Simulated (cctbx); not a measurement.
**What is wrong with this refinement?**

Cell a = 4.4200 Å, b = 4.4200 Å, c = 4.2520 Å, α = 90.00°, β = 90.00°, γ = 90.00°; space group P4/nmm (no. 129, origin choice 1).

Simulated single-crystal data (cctbx): synchrotron X-rays, λ = 0.7749 Å, to d = 0.75 Å, 80 % of the full sphere, strongest reflection 20000 counts, noise from counting, a 3 % proportional error and a noise floor of 15 counts (s.d.); no absorption.

An anisotropic refinement with weights 1/σ² prints:

```text
Rint 0.026, 76 unique reflections to 0.75 A
cycle     R1     wR2    GooF  max shift (A)
   1  0.0342  0.0790   5.512   0.00019
   2  0.0220  0.0492   3.435   0.00000
final R1 0.0220 wR2 0.0492 GooF 3.435  parameters 5  data/parameter 15.2
atom        x        y        z      Ueq    occ   su(xyz)  su(Uiso or U11)
Tm1    0.50000  0.00000  0.60369   0.0051  1.000  0.00017  0.0003
Sc1    0.50000  0.50000  0.00000   0.0057  1.000  0.00000  0.0010
difference map: max 3.01 min -1.60 rms 0.48
Q1    0.0000  0.0000  0.0000    2    3.07  0.00 A from Sc1
Q2    0.0000  0.5000  0.4557    2    1.10  0.25 A from Tm1
Q3    0.0000  0.5000  0.9487    2    0.94  1.90 A from Tm1
Q4    0.0000  0.0000  0.2994    4    0.64  1.27 A from Sc1
Q5    0.0000  0.3657  0.0033    8    0.61  1.62 A from Sc1
Q6    0.2603  0.2397  0.3875    8    0.56  1.63 A from Tm1
```

Q: Accept it or mend it, and why?

Mend it. The fault: wrong element: Sc1 is Cr. Against the right model at the same level, R1 goes from 0.0062 to 0.0220 and GooF from 0.96 to 3.44, U of Sc1 shrinks from 0.0127 to 0.0057 Å² and the top difference peak, 3.1 e/Å³, lies on Sc1. Sc1 has 3 electrons too few and its U shrinks to make up, as expected.

The compound is TmCr. The right model at the same level gives:

```text
Rint 0.026, 76 unique reflections to 0.75 A
cycle     R1     wR2    GooF  max shift (A)
   1  0.0068  0.0151   1.051   0.00011
   2  0.0062  0.0137   0.956   0.00000
final R1 0.0062 wR2 0.0137 GooF 0.956  parameters 5  data/parameter 15.2
atom        x        y        z      Ueq    occ   su(xyz)  su(Uiso or U11)
Tm1    0.50000  0.00000  0.60376   0.0053  1.000  0.00005  0.0001
Cr1    0.50000  0.50000  0.00000   0.0127  1.000  0.00000  0.0003
difference map: max 0.65 min -1.00 rms 0.15
Q1    0.0000  0.5000  0.9547    2    0.65  1.88 A from Tm1
Q2    0.0000  0.0000  0.2766    4    0.48  1.18 A from Cr1
Q3    0.1099  0.3901  0.2528    8    0.40  0.92 A from Tm1
Q4    0.2315  0.2685  0.6085    8    0.36  1.68 A from Tm1
Q5    0.0000  0.1438  0.4799    8    0.33  1.61 A from Tm1
Q6    0.0000  0.5000  0.4488    2    0.30  0.22 A from Tm1
```

The model is made up (kin elements in a known structure type, no relaxation), so it says nothing on whether the phase exists.

[Middle refinement cycles are left out of these outputs.]

[Logs are printed without paths, hosts, clocks, repeated set-up lines and the standing remarks that a program may print on its own settings, such as how far it seeks lower states.]
